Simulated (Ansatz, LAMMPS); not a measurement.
**Glassy 84SiO2-16BaO (mol %) (71 atoms): support functions against a reference**

Aim: test how closely localised support functions follow the reference on glassy 84SiO2-16BaO (mol %) (71 atoms), and at what cost. A setting counts as converged where the r.m.s. difference of forces stays under 1 % of the r.m.s. force.

Program: Ansatz 0.2.0. Level of theory: Kohn-Sham DFT, PBE, PAW (set soft_2), plane waves. Values are calculated unless marked as measured.

### 1. Starting point

The cell holds 71 atoms: 21 Si, 4 Ba and 46 O. Its edges and angles: a = 9.980 Å, b = 9.980 Å, c = 9.980 Å, α = 90.0°, β = 90.0°, γ = 90.0°. 71 atoms (21 Si, 4 Ba, 46 O) placed at random at 2.83 g/cm³, melted at 4000 K for 10 ps at fixed volume with the Morse and Coulomb pair potential with partial charges (Pedone, Malavasi, Menziani, Cormack and Segre, J. Phys. Chem. B 110, 11780 (2006)). Quenched from 4000 K to 300 K at 200 K/ps and fixed volume, held 10 ps at zero pressure, then minimised at fixed cell.

What the set-up can't give: The quench rate of 200 K/ps is orders of magnitude faster than experiment, which tends to freeze in extra defects. The starting topology of bonds comes from the classical model, and needn't be the one that DFT or experiment would give. Sampling is at Γ alone, for a cell whose shortest periodic width is 10 Å. The levels lack spin–orbit coupling, which is large for the heavy elements here.

### 2. The classical run that made the cell

A classical potential supplies the starting structure, since it reaches far longer times than DFT.

This step: classical MD, Morse and Coulomb pair potential with partial charges (Pedone, Malavasi, Menziani, Cormack and Segre, J. Phys. Chem. B 110, 11780 (2006)) (LAMMPS 22 Jul 2025 - Update 4).

Contents of in.lmp:

```
# melt-quench of Si21Ba4O46
units metal
atom_style charge
boundary p p p
region box block 0 10.3259 0 10.3259 0 10.3259
create_box 3 box
mass 1 28.0850   # Si
mass 2 137.3270   # Ba
mass 3 15.9990   # O
create_atoms 1 random 21 55042 NULL overlap 1.5 maxtry 2000
create_atoms 2 random 4 55049 NULL overlap 1.5 maxtry 2000
create_atoms 3 random 46 55056 NULL overlap 1.5 maxtry 2000
pair_style hybrid/overlay pedone 5.5 coul/long 8.0
pair_coeff * * coul/long
pair_coeff 1 3 pedone 0.340554 2.006700 2.100000 1   # Si-O
pair_coeff 2 3 pedone 0.065011 1.547596 3.393410 5   # Ba-O
pair_coeff 3 3 pedone 0.042395 1.379316 3.618701 22   # O-O
set type 1 charge 2.4
set type 2 charge 1.2
set type 3 charge -1.2
kspace_style pppm 1.0e-4
neigh_modify delay 0 every 1 check yes
thermo_style custom step time temp pe press density
thermo_modify norm yes
timestep 0.002
thermo 100
min_style cg
minimize 1e-4 1e-4 200 2000
reset_timestep 0
velocity all create 4000 55043 mom yes dist gaussian
fix lim all nve/limit 0.05
fix lan all langevin 4000 4000 0.2 55044 zero yes
thermo 500
run 1000 post no
# [... 10 lines left out ...]
thermo 1666
fix md all npt temp 300 300 0.2 iso 0 0 2
run 5000 post no
unfix md
thermo 100
min_style cg
minimize 0 1e-3 2000 20000
write_dump all custom glass.dump id type xs ys zs modify sort id
```

On the command line:

```console
lmp -in in.lmp -log none -nocite
```

The log of the run:

```text
LAMMPS (22 Jul 2025 - Update 4)
Created orthogonal box = (0 0 0) to (10.3259 10.3259 10.3259)
Created 21 atoms
Created 4 atoms
Created 46 atoms
PPPM initialization ...
  G vector (1/distance) = 0.38735194
  grid = 12 12 12
  estimated relative force accuracy = 4.6600479e-05
   Step          Time           Temp          PotEng         Press         Density
         0   0              0             -4.1885754      392102.92      2.8279874
        87   0.174          0             -16.305186     -5258.5724      2.8279874
Loop time of 0.040552 s on 1 MPI rank(s) for 87 steps with 71 atoms
Minimization stats:
  Stopping criterion = energy tolerance
  Energy initial, next-to-last, final =
     -4.18857537714694  -16.3038420358639   -16.305185930761
  Force two-norm initial, final = 243.89741 1.9471216
  Iterations, force evaluations = 87 112
   Step          Time           Temp          PotEng         Press         Density
[... 12 lines left out ...]
[... 1 line left out ...]
Loop time of 1.58141 s on 1 MPI rank(s) for 5000 steps with 71 atoms
   Step          Time           Temp          PotEng         Press         Density
[... 12 lines left out ...]
Loop time of 2.80037 s on 1 MPI rank(s) for 9250 steps with 71 atoms
   Step          Time           Temp          PotEng         Press         Density
[... 3 lines left out ...]
     19992   39.984         257.56737     -16.473854     -7069.9196      3.1330139
     20250   40.5           337.52626     -16.470858     -2574.3424      3.1322134
Loop time of 2.22761 s on 1 MPI rank(s) for 5000 steps with 71 atoms
   Step          Time           Temp          PotEng         Press         Density
     20250   40.5           337.52626     -16.470865     -2580.1889      3.1322134
     20267   40.534         337.52626     -16.507672      1768.2173      3.1322134
Loop time of 0.0237998 s on 1 MPI rank(s) for 17 steps with 71 atoms
Minimization stats:
  Stopping criterion = linesearch alpha is zero
  Energy initial, next-to-last, final =
     -16.4708651279729  -16.5076722820443  -16.5076722820443
  Force two-norm initial, final = 11.004493 0.4509011
  Iterations, force evaluations = 17 67
```

Run time: 7.2 s. Hardware: 1 thread of Intel Xeon Platinum 8559C (Emerald Rapids), shared host; peak memory 0.07 GiB.

### 3. Plane-wave single point

The first run uses the default basis; a harder plane-wave run follows as the reference for the support functions.

Contents of input.yaml:

```yaml
crystal:
  lattice:
    - [9.98014, 0.0, 0.0]
    - [0.0, 9.98014, 0.0]
    - [0.0, 0.0, 9.98014]
  atoms:
    - { symbol: Si, position: [0.76808, 0.94446, 0.57117] }
    - { symbol: Si, position: [0.09442, 0.58974, 0.72346] }
    - { symbol: Si, position: [0.32904, 0.82882, 0.48212] }
    - { symbol: Si, position: [0.5966, 0.20099, 0.55639] }
    - { symbol: Si, position: [0.86522, 0.03595, 0.30422] }
    - { symbol: Si, position: [0.88903, 0.68418, 0.93162] }
    - { symbol: Si, position: [0.38367, 0.09126, 0.35058] }
    - { symbol: Si, position: [0.53229, 0.83193, 0.72195] }
    - { symbol: Si, position: [0.741, 0.89268, 0.08042] }
    - { symbol: Si, position: [0.3988, 0.27298, 0.79978] }
    - { symbol: Si, position: [0.07602, 0.2673, 0.74442] }
    - { symbol: Si, position: [0.02748, 0.7975, 0.50969] }
    - { symbol: Si, position: [0.48198, 0.01967, 0.9688] }
    - { symbol: Si, position: [0.31815, 0.76925, 0.08057] }
    - { symbol: Si, position: [0.38526, 0.58679, 0.82765] }
    - { symbol: Si, position: [0.44119, 0.54198, 0.45299] }
    - { symbol: Si, position: [0.04426, 0.70037, 0.21269] }
    - { symbol: Si, position: [0.58312, 0.65446, 0.19945] }
    - { symbol: Si, position: [0.10164, 0.17767, 0.45037] }
    - { symbol: Si, position: [0.72462, 0.32217, 0.31631] }
    - { symbol: Si, position: [0.01112, 0.40861, 0.25906] }
    - { symbol: Ba, position: [0.7573, 0.33279, 0.97711] }
    - { symbol: Ba, position: [0.76272, 0.55594, 0.5939] }
    - { symbol: Ba, position: [0.36102, 0.39117, 0.13374] }
    - { symbol: Ba, position: [0.1183, 0.07773, 0.05557] }
    - { symbol: O, position: [0.17211, 0.78244, 0.15233] }
    - { symbol: O, position: [0.3753, 0.92771, 0.36708] }
    - { symbol: O, position: [0.06451, 0.3145, 0.37553] }
    - { symbol: O, position: [0.49481, 0.70028, 0.80347] }
    - { symbol: O, position: [0.8632, 0.96964, 0.15788] }
    - { symbol: O, position: [0.68448, 0.7792, 0.17831] }
    - { symbol: O, position: [0.81295, 0.56984, 0.86138] }
    - { symbol: O, position: [0.94383, 0.67686, 0.08777] }
    - { symbol: O, position: [0.77287, 0.95702, 0.40815] }
    - { symbol: O, position: [0.25221, 0.13806, 0.43652] }
    - { symbol: O, position: [0.70899, 0.08956, 0.60998] }
    - { symbol: O, position: [0.08458, 0.55167, 0.25555] }
    - { symbol: O, position: [0.25311, 0.60058, 0.73103] }
    - { symbol: O, position: [0.05366, 0.1976, 0.60036] }
    - { symbol: O, position: [0.41842, 0.85806, 0.61209] }
    - { symbol: O, position: [0.80136, 0.82333, 0.94677] }
    - { symbol: O, position: [0.61843, 0.99575, 0.05336] }
    - { symbol: O, position: [0.49964, 0.53022, 0.59636] }
    - { symbol: O, position: [0.37284, 0.41803, 0.39663] }
    - { symbol: O, position: [0.61305, 0.31564, 0.21481] }
    - { symbol: O, position: [0.03476, 0.33625, 0.12337] }
    - { symbol: O, position: [0.68376, 0.31538, 0.47693] }
    - { symbol: O, position: [0.50128, 0.24154, 0.67939] }
    - { symbol: O, position: [0.34685, 0.67509, 0.44646] }
    - { symbol: O, position: [0.80791, 0.18264, 0.29266] }
    - { symbol: O, position: [0.99281, 0.7694, 0.35115] }
    - { symbol: O, position: [0.84781, 0.43123, 0.29254] }
    - { symbol: O, position: [0.43377, 0.71917, 0.17501] }
    - { symbol: O, position: [0.98389, 0.20355, 0.85057] }
    - { symbol: O, position: [0.05776, 0.4317, 0.73248] }
    - { symbol: O, position: [0.4397, 0.16954, 0.92344] }
    - { symbol: O, position: [0.36225, 0.91185, 0.01229] }
    - { symbol: O, position: [0.41059, 0.4277, 0.8512] }
    - { symbol: O, position: [0.02935, 0.65218, 0.58683] }
    - { symbol: O, position: [0.01253, 0.06235, 0.36682] }
    - { symbol: O, position: [0.31246, 0.64709, 0.9715] }
    - { symbol: O, position: [0.52826, 0.95312, 0.82494] }
    - { symbol: O, position: [0.35662, 0.12705, 0.20177] }
    - { symbol: O, position: [0.51274, 0.13155, 0.43896] }
    - { symbol: O, position: [0.91769, 0.88555, 0.58824] }
    - { symbol: O, position: [0.02777, 0.68371, 0.84041] }
    - { symbol: O, position: [0.67104, 0.83349, 0.63654] }
    - { symbol: O, position: [0.1738, 0.85283, 0.51686] }
    - { symbol: O, position: [0.57355, 0.58924, 0.34871] }
    - { symbol: O, position: [0.6044, 0.55824, 0.08109] }
    - { symbol: O, position: [0.23996, 0.24816, 0.77655] }
kpoints:
  mp_grid: { grid: [1, 1, 1] }
hamiltonian:
  xc: pbe
scf:
  occupations: { method: fixed }
output:
  forces: true
  stress: true
  populations: true
  dos:
    method: { smearing: { sigma: 0.08 } }
    de: 0.1
    projected: { site_lists: { Ba: [Ba], O: [O], Si: [Si] } }
  eigenvalues: true
  write_density: true
  write_potential: true
  volumetric_format: npy
```

On the command line:

```console
ansatz run input.yaml --threads 4 --pin off --max-ram 8192MiB --backend cpu --events-out ev --progress --plain --runs-dir out
```

The log of the run:

```text
Engine: ansatz 0.2.0, x86_64-unknown-linux-gnu
Pseudopotentials: kind: paw
Pseudopotential: Si, paw, valence charge 4, recommended cutoff 420 eV (normal), Si.paw.azcp
Pseudopotential: Ba, paw, valence charge 10, recommended cutoff 420 eV (normal), Ba.paw.azcp
Pseudopotential: O, paw, valence charge 6, recommended cutoff 420 eV (normal), O.paw.azcp
[... 5 lines on functional and potentials left out ...]
Crystal: 71 atoms, lattice volume = 994.054 Å³
Basis set: ecut = 420 eV, 19549 PW (Γ), exchange–correlation on 144×144×144 points (8 copies of the dense FFT grid, shifted against one another)
Bands: 271, of which v1, the nominal top of the filled ones, is band 200 counted from 1 (199 counted from 0)
Symmetry: 1 space group operations
Space group: P1 (ITA 1), of the structure as read, at distance tolerance 1.0e-4 Å
k-points: 1
[... 7 lines on functional and potentials left out ...]
Initial density: superposition of atomic densities (neutral atoms: chi_scale 0, normalization atom), corrected by the library's trained network
Initial wavefunctions: pseudopotential atomic-orbital guess
Functional: x = pbe(κ = 0.804, μ = 0.219515), c = pbe(β = 0.066725)
SCF iter   1: F=—  HF=-63327.848055 eV  |F-HF|=—  |Δ(HF+E_count)|=         —  Δρ=2.71e-3  dr2=1.28e-1  ethr=1.77e-3  ⟨swp⟩=5.0  Hψ=1082  notcnv=0  defer=69
preconditioner: auto → Resta (q_TF=auto, 2.344 Å⁻¹)  ε∞=3.3  [insulator: Δε(μ)=2.880 eV  Ē_g=15.497 eV  n_scr=202 (ndim 8)  ℏωp=23.3 eV  f_vac=0.124  ε∞_Penn≈3.3]
SCF iter   2: F=—  HF=-63327.831080 eV  |F-HF|=—  |Δ(HF+E_count)|=   1.70e-2  Δρ=1.43e-3  dr2=2.82e-2  ethr=3.21e-5  ⟨swp⟩=2.0  Hψ=467  notcnv=0  defer=69
SCF iter   3: F=—  HF=-63327.828125 eV  |F-HF|=—  |Δ(HF+E_count)|=   2.96e-3  Δρ=5.92e-4  dr2=7.78e-3  ethr=7.06e-6  ⟨swp⟩=3.0  Hψ=360  notcnv=0  defer=69
SCF iter   4: F=—  HF=-63327.826837 eV  |F-HF|=—  |Δ(HF+E_count)|=   1.29e-3  Δρ=2.43e-4  dr2=6.50e-4  ethr=1.94e-6  ⟨swp⟩=3.0  Hψ=360  notcnv=0  defer=69
SCF iter   5: F=—  HF=-63327.826878 eV  |F-HF|=—  |Δ(HF+E_count)|=   4.12e-5  Δρ=1.50e-4  dr2=1.81e-4  ethr=1.63e-7  ⟨swp⟩=2.0  Hψ=369  notcnv=0  defer=69
SCF iter   6: F=—  HF=-63327.826860 eV  |F-HF|=—  |Δ(HF+E_count)|=   1.86e-5  Δρ=2.97e-5  dr2=7.97e-6  ethr=4.54e-8  ⟨swp⟩=2.0  Hψ=367  notcnv=0  defer=69
SCF iter   7: F=—  HF=-63327.827703 eV  |F-HF|=—  |Δ(HF+E_count)|=   8.43e-4  Δρ=1.58e-5  dr2=1.97e-6  ethr=1.99e-9  ⟨swp⟩=2.0  Hψ=469  notcnv=0  defer=68
SCF iter   8: F=—  HF=-63327.827703 eV  |F-HF|=—  |Δ(HF+E_count)|=   4.43e-7  Δρ=5.68e-6  dr2=2.81e-7  ethr=4.93e-10  ⟨swp⟩=2.0  Hψ=399  notcnv=0  defer=68
SCF iter   9: F=-63327.827703 eV  HF=-63327.827703 eV  |F-HF|=1.15e-8  |Δ(HF+E_count)|=   1.38e-7  Δρ=1.91e-6  dr2=3.67e-8  ethr=2.50e-11  ⟨swp⟩=26.0  Hψ=3011  notcnv=0
SCF 1 converged in 9 iterations: F = -63327.827703 eV  dr2 = 3.67e-8
  greatest PAW one-centre occupation: 0.955 electrons in one spin orbital (limit 2), on the Ba atom at site 23 (counted from 0), in its partial waves of l = 0
SCF converged after 9 iterations
Free energy (F): -63327.827703 eV
Harris-Foulkes:  -63327.827703 eV  (|F-HF|=1.15e-8)
Internal energy: -63327.827703 eV  (E = F + TS)
E sigma→0 (E₀):  -63327.827703 eV
Fermi energy:    5.404592 eV
--- Per-component energies (eV) ---
  E_band       = -1522.180816
  E_kinetic    = 9851.601859
  E_local      = -25496.960388  (includes V_loc(G=0)·N_el)
  E_nonlocal   = 2950.580695
  E_hartree    = 9491.861344
  E_xc         = -5270.485671
  E_vxc        = -5915.502037  (∫ρ·V_xc dr)
  E_paw        = -38993.090062  (= ΣΔE_a)
  E_vpaw       = -1895.734294  (= ΣTr[D̂ρ^β])
  E_aug_tail   = 0.118249  (compensation charges beyond the density's cutoff)
  E_ewald      = -15861.453729
  E_smearing   = -0.000000  (= −TS)
  E_closure    = 0.000000  (closes the sum)
  Σ components = -63327.827703   (vs F -63327.827703, Δ=0.00e0)
--- Forces (eV/Å), atoms counted from 1 ---
  atom   1  Si    -0.23527954     0.85110627    -1.88248361
  atom   2  Si    -0.16331822     0.12863018     1.06608676
  atom   3  Si     0.83706121    -1.13703856     0.13752016
  atom   4  Si     0.32406548    -1.13539892    -1.66663211
  atom   5  Si    -0.52029650     1.48086519     2.09391040
  atom   6  Si     1.42038822     0.51828593     0.85225186
  atom   7  Si    -0.83943873    -0.93292552     1.49083851
  atom   8  Si    -1.67707323     0.56684272    -0.72568531
  atom   9  Si    -0.88046355    -1.79641054     0.35368753
  atom  10  Si    -1.23527467    -0.11159062    -0.96915859
  atom  11  Si     1.42417638     1.22378219    -0.85172072
  atom  12  Si     0.32514586    -0.94279977    -0.64817254
  atom  13  Si     0.28777645    -2.83722901    -0.83483348
  atom  14  Si     1.27874615    -1.31309152    -0.49174914
[...]
atom  70  O      0.32469894    -2.55550568    -1.99038705
  atom  71  O      0.50777578    -0.47556399     0.28401131
  max |Σ_I F_I| component: 8.53e-5 eV/Å
--- Stress (GPa, compression-positive) ---
        4.481607       0.924877       1.573600
        0.924876       5.833603       0.002456
        1.573601       0.002457       5.702705
  P = ⅓ Tr σ = 5.3393 GPa (53.393 kbar)
--- Band table (eV) ---
  k-point 0: bands = ["-22.2356", "-21.7142", "-21.6206", "-20.7192", [... 255 levels ...], "13.4055", "13.4257", "13.4342", "13.4906", "13.4993", "13.5271", "13.5648", "13.6260", "13.6451", "13.6593", "13.7148", "13.7395"]
--- Löwdin populations: 71 sites ---
  site symbol       q [e]
     0     Si      2.1998
     1     Si      2.2376
     2     Si      2.2126
[...]
70      O      6.8145
  spilling = 0.013799 (of n_electrons = 400.000000)
```

Wall time 7 s (4 threads of Intel Xeon Platinum 8559C (Emerald Rapids), shared host); peak memory 1.2 GiB.

Numbers from this run:

- free energy: -63327.8277 eV
- free energy per atom: -891.9412 eV/atom
- SCF cycles: 9
- pressure: 5.339 GPa
- r.m.s. force component: 1.053 eV/Å
- longest force: 3.813 eV/Å
- Fermi energy: 5.405 eV
- gap (highest filled to lowest empty level): 2.605 eV
- spilling of the projection: 0.0138

The r.m.s. force component of 1.1 eV/Å and the pressure of 5.3 GPa set the scale for the differences below.

### 4. Plane waves at 750 eV (750 eV)

A harder cutoff gives the support functions a reference with less basis error.

input.yaml, the sections that differ from step 3:

```yaml
output:
  forces: true
  eigenvalues: true
basis:
  ecutwfc: "750 eV"
# crystal, kpoints, hamiltonian, scf: as in step 3
```

The log of the run:

```text
[...]
Crystal: 71 atoms, lattice volume = 994.054 Å³
Basis set: ecut = 750 eV, 46297 PW (Γ), exchange–correlation on 180×180×180 points (8 copies of the dense FFT grid, shifted against one another)
Bands: 271, of which v1, the nominal top of the filled ones, is band 200 counted from 1 (199 counted from 0)
Symmetry: 1 space group operations
[...]
k-points: 1
[...]
SCF iter   1: F=—  HF=-63328.117458 eV  |F-HF|=—  |Δ(HF+E_count)|=         —  Δρ=2.79e-3  dr2=1.29e-1  ethr=1.77e-3  ⟨swp⟩=5.0  Hψ=1083  notcnv=0  defer=69
[...]
SCF iter   3: F=—  HF=-63328.091482 eV  |F-HF|=—  |Δ(HF+E_count)|=   4.43e-3  Δρ=6.06e-4  dr2=7.85e-3  ethr=7.10e-6  ⟨swp⟩=3.0  Hψ=361  notcnv=0  defer=30
automatic band count: iteration 3 solves 232 bands in place of 271: the levels show a gap, and the empty bands left out lie too high to hold charge; the band table lists the bands solved (type scf.n_extra_bands for more)
SCF iter   4: F=—  HF=-63328.090045 eV  |F-HF|=—  |Δ(HF+E_count)|=   1.44e-3  Δρ=2.42e-4  dr2=6.47e-4  ethr=1.96e-6  ⟨swp⟩=3.0  Hψ=360  notcnv=0  defer=30
[...]
SCF iter   9: F=-63328.090273 eV  HF=-63328.090273 eV  |F-HF|=1.79e-8  |Δ(HF+E_count)|=   1.15e-7  Δρ=1.76e-6  dr2=3.22e-8  ethr=2.50e-11  ⟨swp⟩=16.0  Hψ=1401  notcnv=0
SCF 1 converged in 9 iterations: F = -63328.090273 eV  dr2 = 3.22e-8
[...]
SCF converged after 9 iterations
Free energy (F): -63328.090273 eV
[...]
Internal energy: -63328.090273 eV  (E = F + TS)
E sigma→0 (E₀):  -63328.090273 eV
Fermi energy:    5.404683 eV
[...]
Σ components = -63328.090273   (vs F -63328.090273, Δ=0.00e0)
--- Forces (eV/Å), atoms counted from 1 ---
  atom   1  Si    -0.23522595     0.85105613    -1.88247560
  atom   2  Si    -0.16347223     0.12840324     1.06623517
  atom   3  Si     0.83707523    -1.13688716     0.13748175
  atom   4  Si     0.32425521    -1.13535679    -1.66637309
[...]
atom  71  O      0.50734282    -0.47572640     0.28395226
  max |Σ_I F_I| component: 7.85e-5 eV/Å
--- Band table (eV) ---
[...]
```

Elapsed: 9 s, on 4 threads; peak memory 2.2 GiB.

Forces differ from the reference by 0.43 meV/Å r.m.s., 0.040 % of their size, well within a tolerance of 1 %; the energy by -3.7 meV/atom.

[end of part 1 of 4]

[Long decimals in the printed logs are rounded to 6 places.]

[Logs are printed without paths, hosts, clocks, repeated set-up lines and the standing remarks that a program may print on its own settings, such as how far it seeks lower states.]

[Hosts, paths, dates, database ids (printed as entryN), source tags and the programs' standing remarks are cut or masked in the printed files.]
